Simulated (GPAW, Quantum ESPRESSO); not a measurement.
## Cu L₃ ELNES/XANES of CuSe2 (Pnnm) from DFT

What does one-electron theory with a core hole give for the Cu L₃ edge of CuSe2 (Pnnm)?

Main program and level: GPAW 26.7.0; X-ray absorption from dipole matrix elements to empty bands, plane-wave PAW LDA.

## (1) The structure

The structure is orthorhombic, space group Pnnm (No. 58). Conventional cell: a = 5.025 Å, b = 6.194 Å, c = 3.745 Å, α = 90.00°, β = 90.00°, γ = 90.00°. Nearest to Se lie 1 Se at 2.33 Å and 3 Cu at 2.56 Å. Cu has 6 Se at 2.56 Å nearest. Farther neighbours and most contacts between anions are not listed.

Structure file:

```
Se Cu
1.0
     5.02520    0.00000    0.00000
     0.00000    6.19410    0.00000
     0.00000    0.00000    3.74470
Se Cu
4 2
Direct
  0.68350 0.11510 0.50000
  0.31650 0.88490 0.50000
  0.18350 0.38490 0.00000
  0.81650 0.61510 0.00000
  0.50000 0.50000 0.50000
  0.00000 0.00000 0.00000
```

## (2) The field without a hole

The ground state comes first: it tells whether the system has a gap, which decides how the excited electron is treated.

Input file scf.py:

```python
import numpy as np
from ase import Atoms
from ase.parallel import parprint, paropen
from gpaw import GPAW, PW, FermiDirac, Mixer, MixerDif, setup_paths
from gpaw.test import gen
setup_paths.insert(0, '.')
gen('Cu', name='nch2p', xcname='LDA', corehole=(2, 1, 0), write_xml=True)
from gpaw.mpi import world
world.barrier()

atoms = Atoms('Se4Cu2',
    cell=[[5.0252, 0, 0],
     [0, 6.1941, 0],
     [0, 0, 3.7447]],
    scaled_positions=[[0.6835, 0.1151, 0.5],
     [0.3165, 0.8849, 0.5],
     [0.1835, 0.3849, 0],
     [0.8165, 0.6151, 0],
     [0.5, 0.5, 0.5],
     [0, 0, 0]],
    pbc=True)
atoms.calc = calc = GPAW(legacy_gpaw=True, mode=PW(500, force_complex_dtype=True), xc='LDA', setups={4: 'nch2p'},
    kpts={'size': (5, 4, 7), 'gamma': True}, occupations=FermiDirac(0.05),
    charge=0, mixer=Mixer(0.1, 5, 50), maxiter=150,
    convergence={'density': 0.0001, 'eigenstates': 1e-6}, txt='scf.txt')
energy = atoms.get_potential_energy() + calc.get_reference_energy()
ef = calc.get_fermi_level()
out = dict(energy=energy, fermi=ef, forces=atoms.get_forces().tolist())
parprint(f'all-electron energy {energy:.4f} eV, Fermi level {ef:.4f} eV')
ev = np.array([[calc.get_eigenvalues(k, s) for k in range(len(calc.get_ibz_k_points()))] for s in range(calc.get_number_of_spins())])
out['homo'], out['lumo'], out['counts'] = ev[ev < ef].max(), ev[ev > ef].min(), sorted(set((ev < ef).sum((0, 2)).tolist()))
out['filled'] = (ev[:, 0] < ef).sum(1).tolist()
import json
with paropen('out.json', 'w') as f:
    json.dump(out, f)
```

Started as:

```console
OMP_NUM_THREADS=1 mpirun -n 4 gpaw python scf.py
```

Numbers of over 12 decimals in the logs are rounded to 6 here.

What it wrote:

```text
Input parameters:
  convergence: {density: 0.0001,
                eigenstates: 1e-06}
  kpts: {gamma: True,
         size: (5, 4, 7)}
  maxiter: 150
  mixer: {backend: pulay,
          beta: 0.1,
          method: separate,
          nmaxold: 5,
          weight: 50}
  mode: {ecut: 500.0,
         force_complex_dtype: True,
         name: pw}
  occupations: {fixmagmom: False,
                name: fermi-dirac,
                width: 0.05}
  setups: {4: nch2p}

Initialize ...

[... PAW data sets ...]

Reference energy: -353970.888662  # eV

Spin-paired calculation

[... convergence settings ...]
Symmetries present (total): 4
  [... symmetry matrices ...]

140 k-points: 5 x 4 x 7 Monkhorst-Pack grid + [0.000000,1/8,0.000000]
44 k-points in the irreducible part of the Brillouin zone
       k-points in crystal coordinates                weights
   0:     0.00000000    0.00000000    0.00000000          1/140
   1:     0.00000000    0.00000000    0.14285714          2/140
   2:     0.00000000    0.00000000    0.28571429          2/140
   3:     0.00000000    0.00000000    0.42857143          2/140
   4:     0.00000000    0.25000000    0.00000000          2/140
   5:     0.00000000    0.25000000    0.14285714          4/140
   6:     0.00000000    0.25000000    0.28571429          4/140
   7:     0.00000000    0.25000000    0.42857143          4/140
   8:     0.00000000    0.50000000    0.00000000          1/140
   9:     0.00000000    0.50000000    0.14285714          2/140
          ...
  43:     0.40000000    0.50000000    0.42857143          4/140

Wave functions: Plane wave expansion
  Cutoff energy: 500.000 eV
  Number of coefficients (min, max): 2936, 2985
  Pulay-stress correction: 0.000000 eV/Ang^3 (de/decut=0.000000)
  Using FFTW library
  Wavefunction extrapolation:
    Improved wavefunction reuse through dual PAW basis

Occupation numbers: Fermi-Dirac:
  width: 0.0500  # eV

Eigensolver
   Davidson(niter=2)

Densities:
  Coarse grid: 27*32*20 grid
  Fine grid: 54*64*40 grid
  Total Charge: 0.000000

Density mixing:
  Method: separate
  Backend: pulay
  Linear mixing parameter: 0.1
  old densities: 5
  Width of damping distribution: 1.1
  Damping of long wavelength oscillations: 50

[... Hamiltonian set-up ...]
Number of atoms: 6
Number of atomic orbitals: 34
Number of bands in calculation: 32
Number of valence electrons: 46
Bands to converge: occupied

... initialized

Initializing position-dependent things.

Density initialized from atomic densities
Creating initial wave functions:
  32 bands from LCAO basis set

Positions:
   0 Se     3.434724    0.712941    1.872350    ( 0.0000,  0.0000,  0.0000)
   1 Se     1.590476    5.481159    1.872350    ( 0.0000,  0.0000,  0.0000)
   2 Se     0.922124    2.384109    0.000000    ( 0.0000,  0.0000,  0.0000)
   3 Se     4.103076    3.809991    0.000000    ( 0.0000,  0.0000,  0.0000)
   4 Cu     2.512600    3.097050    1.872350    ( 0.0000,  0.0000,  0.0000)
   5 Cu     0.000000    0.000000    0.000000    ( 0.0000,  0.0000,  0.0000)

Unit cell:
           periodic     x           y           z      points  spacing
  1. axis:    yes    5.025200    0.000000    0.000000    27     0.1861
  2. axis:    yes    0.000000    6.194100    0.000000    32     0.1936
  3. axis:    yes    0.000000    0.000000    3.744700    20     0.1872

  Lengths:   5.025200   6.194100   3.744700
  Angles:   90.000000  90.000000  90.000000

Effective grid spacing dv^(1/3) = 0.1889

iter:   1   -28.640724
iter:   2   -26.884866   -1.31  -1.24
iter:   3   -26.626926   -1.42  -1.36
iter:   4   -26.533799   -2.67  -1.47
iter:   5   -26.506966   -2.67  -1.73
iter:   6   -26.503011   -2.93  -2.34
iter:   7   -26.498800c  -3.74  -2.73
iter:   8   -26.498661c  -4.49  -2.99
iter:   9   -26.498821c  -4.58  -3.08
iter:  10   -26.498601c  -5.05  -3.45
iter:  11   -26.498588c  -5.63  -3.96
iter:  12   -26.498589c  -6.97c -4.03c

Converged after 12 iterations.

Dipole moment: (-0.000000, 0.000000, 0.000000) |e|*Ang

Energy contributions relative to reference atoms: (reference = -353970.888662)

Kinetic:         +3.277288
Potential:       -7.041256
External:        +0.000000
XC:             -22.713208
Entropy (-ST):   -0.022810
Local:           -0.010007
SIC:             +0.000000
--------------------------
Free energy:    -26.509993
Extrapolated:   -26.498589

Showing only first 2 kpts
 Kpt  Band  Eigenvalues  Occupancy
  0    21      7.33135    0.00000
  0    22      7.35031    0.00000
  0    23      7.65583    0.00000
  0    24      8.31440    0.00000

  1    21      6.77808    0.00658
  1    22      6.83935    0.00194
  1    23      7.16013    0.00000
  1    24      8.32228    0.00000

Fermi level: 6.49241

No gap
No difference between direct/indirect transitions

Forces in eV/Ang:
  0 Se    0.31776    0.11953    0.00000
  1 Se   -0.31776   -0.11953    0.00000
  2 Se    0.31777   -0.11954    0.00000
  3 Se   -0.31777    0.11954    0.00000
  4 Cu    0.00000    0.00000    0.00000
  5 Cu    0.00000    0.00000    0.00000
Scalar-relativistic atomic LDA calculation for Cu (Copper, Z=29)
Core hole in 2p state (2p occupation: 6.0)
600 radial gridpoints.
|------------------------------------------------|
|------------------------------------------------|
[... the atom generator's iteration count ...]

Energy contributions:
-------------------------
Kinetic:    +1675.285700
XC:           -64.895881
Potential:  -3262.312180
-------------------------
Total:      -1651.922361

state      eigenvalue         ekin         rmax
-----------------------------------------------
1s^2.0 :  -324.467727   418.664247        0.034
2s^2.0 :   -38.956231    78.634526        0.197
2p^6.0 :   -33.679353    76.825479        0.158
3s^2.0 :    -4.193271    17.288793        0.614
3p^6.0 :    -2.647366    15.189343        0.619
3d^10.0:    -0.195673     9.285239        0.600
4s^1.0 :    -0.178486     1.169252        2.257
4p^0.0 :    -0.028757     0.396770        3.504
-----------------------------------------------
(units: Bohr and Hartree)

Generating PAW setup
Kinetic energy of the core from tauc = 1596.294566
Cutoffs:
rc(s)=2.200
rc(p)=2.200
rc(d)=2.000
rc(vbar)=1.800
rc(comp)=2.000
rc(nct)=2.200

Kinetic energy of the core states: 1581.264061
Charge: 0.0
Core electrons: 18.0
Valence electrons: 11.0
Pseudo-core charge: 0.387458
Shape function alpha=2.500
Pseudo-electron charge 4.216968
state    eigenvalue         norm
--------------------------------
4s(1) :    -0.178486     1.057125
*s    :     0.821514
4p(0) :    -0.028757     1.001617
*p    :     0.971243
3d(10):    -0.195673     0.277238
*d    :     0.804327
--------------------------------

Diagonalizing with gridspacing h=0.050

state   all-electron     PAW
-------------------------------
4s:      -0.178486    -0.178572
4p:      -0.028757    -0.028678
3d:      -0.195673    -0.196155
*f:                    0.071609
-------------------------------
all-electron energy -353997.3873 eV, Fermi level 6.4924 eV
```

Elapsed: 21 s, on 4 MPI ranks of Arm Neoverse V1, shared host; peak memory 0.22 GiB; 85 s of CPU time.

The mesh shows no gap, so the system is treated as a metal and the core electron is put at the Fermi level (neutral cell).

## (3) Reference energy of the supercell

The photon energy needs a difference of total energies, so the cell and mesh of the coming hole run are first run without a hole.

Changes to scf.py since step 2:

```diff
@@ -10,15 +10,21 @@
 
-atoms = Atoms('Se4Cu2',
-    cell=[[5.0252, 0, 0],
-     [0, 6.1941, 0],
-     [0, 0, 3.7447]],
-    scaled_positions=[[0.6835, 0.1151, 0.5],
-     [0.3165, 0.8849, 0.5],
-     [0.1835, 0.3849, 0],
-     [0.8165, 0.6151, 0],
-     [0.5, 0.5, 0.5],
-     [0, 0, 0]],
+atoms = Atoms('Se8Cu4',
+    cell=[[-5.0252, 0, -3.7447],
+     [5.0252, 0, -3.7447],
+     [0, -6.1941, -3.7447]],
+    scaled_positions=[[0.4658, 0.1493, 0.8849],
+     [0.9658, 0.6493, 0.8849],
+     [0.0342, 0.3507, 0.1151],
+     [0.5342, 0.8507, 0.1151],
+     [0.1007, 0.2842, 0.6151],
+     [0.6007, 0.7842, 0.6151],
+     [0.8993, 0.7158, 0.3849],
+     [0.3993, 0.2158, 0.3849],
+     [0.75, 0.25, 0.5],
+     [0.25, 0.75, 0.5],
+     [0, 0, 0],
+     [0.5, 0.5, 0]],
     pbc=True)
-atoms.calc = calc = GPAW(legacy_gpaw=True, mode=PW(500, force_complex_dtype=True), xc='LDA', setups={4: 'nch2p'},
-    kpts={'size': (5, 4, 7), 'gamma': True}, occupations=FermiDirac(0.05),
+atoms.calc = calc = GPAW(legacy_gpaw=True, mode=PW(500, force_complex_dtype=True), xc='LDA', setups={8: 'nch2p'},
+    kpts={'size': (3, 3, 3), 'gamma': True}, occupations=FermiDirac(0.1),
     charge=0, mixer=Mixer(0.1, 5, 50), maxiter=150,
```

What it wrote:

```text
Input parameters:
  convergence: {density: 0.0001,
                eigenstates: 1e-06}
  kpts: {gamma: True,
         size: (3, 3, 3)}
  maxiter: 150
  mixer: {backend: pulay,
          beta: 0.1,
          method: separate,
          nmaxold: 5,
          weight: 50}
  mode: {ecut: 500.0,
         force_complex_dtype: True,
         name: pw}
  occupations: {fixmagmom: False,
                name: fermi-dirac,
[...]
warnings.warn('Using symmetrized grid: ({},{},{}).\n'.format(*N_c))
<dir> UserWarning: Using symmetrized grid: (40,40,40).

  warnings.warn('Using symmetrized grid: ({},{},{}).\n'.format(*N_c))
<dir> UserWarning: Initial realspace grid (35,35,40) inconsistent with symmetries.
  warnings.warn(
<dir> UserWarning: Using symmetrized grid: (40,40,40).

  warnings.warn('Using symmetrized grid: ({},{},{}).\n'.format(*N_c))
all-electron energy -707994.7591 eV, Fermi level 6.4653 eV
[key lines of the parts left out:]
Converged after 12 iterations.
Dipole moment: (0.000000, -0.000000, -0.000000) |e|*Ang
Free energy:    -53.073830
Fermi level: 6.46533
```

It took 35 s on 4 MPI ranks; peak memory 0.26 GiB; 2.3 min of CPU time.

Reference energy: -707994.759 eV with the cores included.

(Part 1 of 2 ends here.)

[Banner, clock and machine lines of the logs are left out without a mark of their own.]

[Logs are printed without paths, hosts, clocks, repeated set-up lines and the standing remarks that a program may print on its own settings, such as how far it seeks lower states.]

[Hosts, paths, dates, database ids (printed as entryN), source tags and the programs' standing remarks are cut or masked in the printed files.]

[Lists of maxima count a maximum above −3 eV only where it reaches 4 % of the highest in the window and stands out from its surroundings by 2 % of it (1.5 % where it reaches 55 %); shoulders and weaker maxima are passed over, and of the rest the first, up to two pre-edge ones and the few strongest are named.]
